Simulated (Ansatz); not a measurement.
# MgAgCl3: relaxing a made-up structure, part 2 of 2

Starting from a made-up structure for MgAgCl3, the aim is the relaxed cell, its shortest contacts and, where a second run follows, its electronic structure.

Ansatz 0.2.0; DFT, PBEsol, plane-wave PAW, files of the set soft_1, scalar-relativistic, no spin, cell and ions relaxed at zero pressure; PAW set soft_1 (the session's first sound run).

So far: The starting structure; Relaxing cell and atoms. The relaxed cell has a = 4.826 Å (conventional setting).

### Step 3. Electronic structure of the relaxed cell

With the geometry fixed, one more self-consistent run, with a narrower smearing and the mesh shown in its input, gives the bands, and its pressure, and its forces where symmetry allows any, show how far the geometry depends on these settings.

This step: DFT, PBEsol, plane-wave PAW, files of the set soft_1, scalar-relativistic, no spin, bands and density of states at the relaxed cell; PAW set soft_1 (Ansatz 0.2.0).

Input file input.yaml:

```yaml
crystal:
  lattice:
    - [4.8258739852, 0.0, 0.0]
    - [0.0, 4.8258739852, 0.0]
    - [0.0, 0.0, 4.8258739852]
  atoms:
    - { symbol: Ag, position: [0.5, 0.5, 0.5] }
    - { symbol: Cl, position: [0.0, 0.0, 0.5] }
    - { symbol: Cl, position: [0.0, 0.5, 0.0] }
    - { symbol: Cl, position: [0.5, 0.0, 0.0] }
    - { symbol: Mg, position: [0.0, 0.0, 0.0] }
kpoints:
  mp_grid: { grid: [6, 6, 6] }
  band_path:
    path:
      - [[0.0, 0.0, 0.0], [0.0, 0.5, 0.0], [0.5, 0.5, 0.0], [0.0, 0.0, 0.0], [0.5, 0.5, 0.5], [0.0, 0.5, 0.0]]
      - [[0.5, 0.5, 0.0], [0.5, 0.5, 0.5]]
    npoints: 13
scf:
  occupations: { method: fermi_dirac, width: 0.03 }
  n_extra_bands: 9
hamiltonian:
  xc: pbesol
  pseudopotentials: { kind: paw, azcp: { folder: soft_1 }, xc_functional: pbe }
output:
  forces: true
  stress: true
  write_bands: true
  dos: { projected: true }
  write_density: true
  write_potential: true
  elf: true
  volumetric_format: npy
```

Run with:

```
$ ansatz run input.yaml --threads 4 --pin off --max-ram 8192MiB --backend cpu --events-out ev --progress --plain --runs-dir out
```

Numbers of over 12 decimals in the logs are rounded to 6 here.

The program printed:

```text
[...]
Crystal: 5 atoms, lattice volume = 112.390 Å³
Basis set: ecut = 420 eV, 2205 PW (Γ), exchange–correlation on 72×72×72 points (8 copies of the dense FFT grid, shifted against one another)
Bands: 34, of which v1, the nominal top of the filled ones, is band 25 counted from 1 (24 counted from 0)
Symmetry: 48 space group operations
[...]
k-points: 20 of 216
[...]
SCF iter   1: F=—  HF=-12623.062177 eV  |F-HF|=—  |Δ(HF+E_count)|=         —  Δρ=5.92e-2  dr2=3.93e0  ethr=3.10e-3  ⟨swp⟩=7.3  Hψ=3192  notcnv=0
[...]
SCF iter   8: F=-12621.720533 eV  HF=-12621.720533 eV  |F-HF|=1.25e-8  |Δ(HF+E_count)|=   1.85e-7  Δρ=4.44e-6  dr2=2.65e-8  ethr=2.00e-10  ⟨swp⟩=16.9  Hψ=5798  notcnv=0
SCF 1 converged in 8 iterations: F = -12621.720533 eV  dr2 = 2.65e-8
[...]
NSCF: frozen V_eff on 80 k-points
SCF converged after 8 iterations
Free energy (F): -12621.720533 eV
[...]
Internal energy: -12621.720533 eV  (E = F + TS)
E sigma→0 (E₀):  -12621.720533 eV
Fermi energy:    4.897938 eV
[...]
--- Stress (GPa, compression-positive) ---
        0.004797       0.000000       0.000000
       -0.000000       0.004797       0.000000
        0.000000       0.000000       0.004797
  P = ⅓ Tr σ = 0.0048 GPa (0.048 kbar)
--- Band table (eV; the first three rows and the last of 20) ---
  k-point 0: bands = [... 21 lower, 3.1505, 3.4371, 3.4371, 3.4371, 5.6114, 8.7581, 12.1860, 12.1860, ... 5 higher]
  k-point 1: bands = [... 21 lower, 3.1194, 3.2526, 3.4282, 3.4282, 6.0478, 9.2012, 11.7675, 12.2130, ... 5 higher]
  k-point 2: bands = [... 21 lower, 2.8178, 3.3943, 3.5746, 3.5746, 6.9395, 10.2274, 10.4180, 12.0178, ... 5 higher]
  k-point 19: bands = [... 21 lower, 2.8033, 4.0386, 4.0386, 4.0386, 6.0197, 11.4353, 11.4353, 11.4353, ... 5 higher]
```

Elapsed: 1.9 s, on 4 threads of Intel Xeon Platinum 8559C (Emerald Rapids), shared host; peak memory 0.53 GiB.

Numbers from this step:

```
Fermi energy      : 4.898 eV
pressure          : 0.004797 GPa
gap on the k-mesh : 1.485 eV
```

From bands.tsv. Electronic bands along the path, in eV, zero at the valence top; v1 is the highest filled band, c1 the lowest empty one:

| point | v4 | v3 | v2 | v1 | c1 | c2 | c3 | c4 |
| --- | --- | --- | --- | --- | --- | --- | --- | --- |
| Γ | -0.98 | -0.69 | -0.69 | -0.69 | 1.48 | 4.63 | 8.06 | 8.06 |
| 0.46 of the way | -1.10 | -0.81 | -0.65 | -0.65 | 2.24 | 5.43 | 7.12 | 8.04 |
| X | -1.56 | -0.68 | -0.47 | -0.47 | 3.44 | 5.49 | 6.81 | 7.75 |
| 0.46 of the way | -1.11 | -0.82 | -0.63 | -0.42 | 3.44 | 6.15 | 7.26 | 7.26 |
| M | -1.34 | -0.80 | -0.80 | 0.00 | 3.44 | 6.73 | 7.12 | 7.12 |
| 0.46 of the way | -0.90 | -0.88 | -0.86 | -0.47 | 2.99 | 6.36 | 6.75 | 7.44 |
| Γ | -0.98 | -0.69 | -0.69 | -0.69 | 1.48 | 4.63 | 8.06 | 8.06 |
| 0.46 of the way | -1.31 | -0.62 | -0.41 | -0.41 | 2.96 | 6.06 | 6.46 | 7.89 |
| R | -1.32 | -0.09 | -0.09 | -0.09 | 1.89 | 7.31 | 7.31 | 7.31 |
| 0.46 of the way | -1.35 | -0.39 | -0.36 | -0.32 | 2.87 | 6.89 | 6.94 | 7.45 |
| X | -1.56 | -0.68 | -0.47 | -0.47 | 3.44 | 5.49 | 6.81 | 7.75 |
| jump to M | -1.34 | -0.80 | -0.80 | 0.00 | 3.44 | 6.73 | 7.12 | 7.12 |
| 0.46 of the way | -1.33 | -0.44 | -0.44 | -0.04 | 2.63 | 7.40 | 7.40 | 7.73 |
| R | -1.32 | -0.09 | -0.09 | -0.09 | 1.89 | 7.31 | 7.31 | 7.31 |

Counts of states for the cell as run, both spins, by energy window (eV from the valence-band top): Near the top, bands beyond those computed are missing, so counts there can be too low.

| from | to | total |
| --- | --- | --- |
| -8 | -7 | 0.00 |
| -7 | -6 | 0.00 |
| -6 | -5 | 0.02 |
| -5 | -4 | 1.06 |
| -4 | -3 | 2.53 |
| -3 | -2 | 6.48 |
| -2 | -1 | 11.69 |
| -1 | 0 | 6.22 |
| 0 | 1 | 0.00 |
| 1 | 2 | 0.02 |
| 2 | 3 | 0.83 |
| 3 | 4 | 1.15 |
| 4 | 5 | 0.01 |
| 5 | 6 | 0.36 |

Below -8 eV lie 22.0 more states.

Valence density in the ac plane at fractional y = 0.000, with atoms of Cl and Mg within 0.2 Å of it. It is the smooth field of the valence electrons, not physical close to the nuclei.

Values in e/Å³, 14 rows by 14 columns, each cell a mean:
```
16  5  0  0  1  1  1  1  2  1  0  0  1 10
 2  1  0  0  0  1  1  1  1  1  0  0  0  1
 0  0  0  0  0  0  1  1  0  0  0  0  0  0
 0  0  0  0  0  0  0  0  0  0  0  0  0  0
 1  1  0  0  0  0  0  0  0  0  0  0  1  1
 2  2  1  0  0  0  0  0  0  0  0  0  1  2
 1  2  1  0  0  0  0  0  0  0  0  1  1  1
 1  2  1  0  0  0  0  0  0  0  0  1  1  1
 2  1  1  0  0  0  0  0  0  0  0  0  1  1
 1  1  0  0  0  0  0  0  0  0  0  0  0  1
 0  0  0  0  0  0  0  0  0  0  0  0  0  0
 1  0  0  0  0  1  1  1  1  0  0  0  0  0
 8  3  0  0  1  1  2  2  2  1  0  0  1  5
25  8  1  0  1  2  1  1  2  1  0  0  2 16
```
Columns run along a (4.8 Å), rows up along c (4.8 Å). Atoms in or near the plane, at fractional coordinates: Cl at (0.00, 0.50), Cl at (0.50, 0.00), Mg at (0.00, 0.00).

ELF in the ac plane at fractional y = 0.000, with atoms of Cl and Mg within 0.2 Å of it. It is the smooth field of the valence electrons, not physical close to the nuclei.

Ten even steps from '0' (0.01) to '9' (0.86), each cell a mean:
```
23149975898123
21038999996102
21114899962111
87411367520268
99840011102699
79983000015998
27994000017995
58984000016997
99961000003899
99620144301489
44212689841134
10026999984101
32049987997113
13149952798222
```
Columns run along a (4.8 Å), rows up along c (4.8 Å). Atoms in or near the plane, at fractional coordinates: Cl at (0.00, 0.50), Cl at (0.50, 0.00), Mg at (0.00, 0.00).

Electrostatic potential energy in the ac plane at fractional y = 0.000, with atoms of Cl and Mg within 0.2 Å of it. With pseudopotentials it is smooth inside the atoms' cores, unlike the true potential.

Values in eV, 14 rows by 14 columns, each cell a mean:
```
-64 -48 -11   2   0 -24 -35 -36 -33 -12   3  -1 -24 -60
-31 -16  -1   5   5  -7 -22 -26 -17   1   6   3  -6 -24
 -2   1   5   7   8   6   2   0   4   8   8   6   3  -1
  2   4   7   9  10  10   9   9   9  10  10   8   6   3
-16  -6   5   9  10  11  11  11  11  11  10   8   1 -12
-34 -28  -7   8  10  11  11  11  11  11   9   4 -17 -33
-36 -34 -15   6  10  11  11  11  11  11   9   0 -26 -36
-36 -32 -11   7  10  11  11  11  11  11   9   2 -22 -35
-28 -18   0   8  10  11  11  11  11  11  10   6  -7 -24
 -2   3   7   9  10  10  10  10  10  10  10   8   5   0
  2   3   6   8   9   8   7   6   8   9   9   7   5   2
-15  -6   2   6   7   0 -11 -15  -7   5   7   5  -1 -11
-55 -34  -6   3   3 -18 -32 -34 -28  -6   4   1 -16 -48
-64 -55 -15   2  -2 -28 -36 -36 -34 -16   2  -2 -31 -64
```
Columns run along a (4.8 Å; values clipped at the 3rd and 97th percentile), rows up along c (4.8 Å). Atoms in or near the plane, at fractional coordinates: Cl at (0.00, 0.50), Cl at (0.50, 0.00), Mg at (0.00, 0.00).

### Step 4. Results

```json
{
 "space group, relaxed": "Pm-3m",
 "conventional cell": "a = 4.826, b = 4.826, c = 4.826 Å; α = 90.0°, β = 90.0°, γ = 90.0°",
 "volume per atom": "22.48 Å³ (guess 18.91)"
}
```

MgAgCl3 relaxes to Pm-3m with a = 4.826, b = 4.826 and c = 4.826 Å. The guessed volume was 16 % too small. The space group Pm-3m was held in the relaxation, so the end point is a stationary structure within it and may be a saddle against distortions or other arrangements. It has an indirect Kohn–Sham gap of 1.48 eV, which semilocal functionals understate. On the 6×6×6 mesh with the narrower smearing (relaxed on 6×6×6) the forces vanish, as symmetry may demand, and the largest stress component is 0.005 GPa, within the relaxation's thresholds of 0.015 eV/Å and 0.05 GPa. The cutoff wasn't tested. No dispersion term is used, so weakly bound directions may come out too long. The runs have no spin, and magnetism wasn't tested. Nothing here tests whether the compound is stable against decomposition.

[Logs are printed without paths, hosts, clocks, repeated set-up lines and the standing remarks that a program may print on its own settings, such as how far it seeks lower states.]

[Hosts, paths, dates, database ids (printed as entryN), source tags and the programs' standing remarks are cut or masked in the printed files.]
